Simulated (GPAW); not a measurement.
Consider YSe (Fm-3m).

```xyz
2
Lattice="0.0000 2.8515 2.8515 2.8515 0.0000 2.8515 2.8515 2.8515 0.0000" Properties=species:S:1:pos:R:3 pbc="T T T"
Y     2.8515    2.8515    2.8515
Se    0.0000    0.0000    0.0000
```

Absorber: atom 1, with 6 Se at 2.85 Å (octahedral, site symmetry m-3m). Method: GPAW, LDA, excited-electron core hole (neutral cell), 12-atom cell with 7.0 Å between holes, 5×4×5 k points, dipole transitions, Gaussian full width 1.5 eV up to 4 eV, rising linearly to 3.5 eV at 25 eV.

**Question.** What does the Y L₃ edge look like?

Main maxima up to 30 eV above the zero (height): 1.4 eV (4.16), 7.4 eV (0.88), 15.8 eV (0.73) and 26.2 eV (0.73). At an L edge the dipole rule selects empty d (and weakly s) states on the absorber, and the strong line at the onset measures the empty part of its d band. 

The Y L₃ spectrum (energy from the lowest empty level; intensity scaled to a mean of 1 over the first 20 eV):

```csv
E (eV),intensity
-2.0,0.00
-1.5,0.02
-1.0,0.15
-0.5,0.62
0.0,1.60
0.5,2.92
1.0,3.95
1.5,4.10
2.0,3.46
2.5,2.50
3.0,1.64
3.5,1.01
4.0,0.64
4.5,0.54
5.0,0.57
5.5,0.61
6.0,0.65
6.5,0.76
7.0,0.86
7.5,0.87
8.0,0.79
8.5,0.67
9.0,0.56
9.5,0.52
10.0,0.54
10.5,0.58
11.0,0.59
11.5,0.55
12.0,0.49
12.5,0.44
13.0,0.43
13.5,0.46
14.0,0.53
14.5,0.61
15.0,0.68
15.5,0.72
16.0,0.73
16.5,0.70
17.0,0.64
17.5,0.58
18.0,0.52
18.5,0.49
19.0,0.47
19.5,0.47
20.0,0.48
20.5,0.49
21.0,0.49
21.5,0.50
22.0,0.51
22.5,0.52
23.0,0.54
23.5,0.57
24.0,0.61
24.5,0.65
25.0,0.68
25.5,0.71
26.0,0.73
26.5,0.72
27.0,0.70
27.5,0.67
28.0,0.64
28.5,0.61
29.0,0.59
29.5,0.57
30.0,0.55
30.5,0.52
31.0,0.50
31.5,0.48
32.0,0.47
```

Only the L₃ part is meant: spin–orbit coupling of the core level isn't computed and the L₂ copy isn't added. The primitive cell holds an odd number of electrons, so a spin-paired run has to come out metallic; that is right for a metal, but some such compounds are magnetic or distorted insulators. The structure is a published determination, not relaxed.

[Banner, clock and machine lines of the logs are left out without a mark of their own.]

[Logs are printed without paths, hosts, clocks, repeated set-up lines and the standing remarks that a program may print on its own settings, such as how far it seeks lower states.]

[Hosts, paths, dates, database ids (printed as entryN), source tags and the programs' standing remarks are cut or masked in the printed files.]

[Lists of maxima count a maximum above −3 eV only where it reaches 4 % of the highest in the window and stands out from its surroundings by 2 % of it (1.5 % where it reaches 55 %); shoulders and weaker maxima are passed over, and of the rest the first, up to two pre-edge ones and the few strongest are named.]
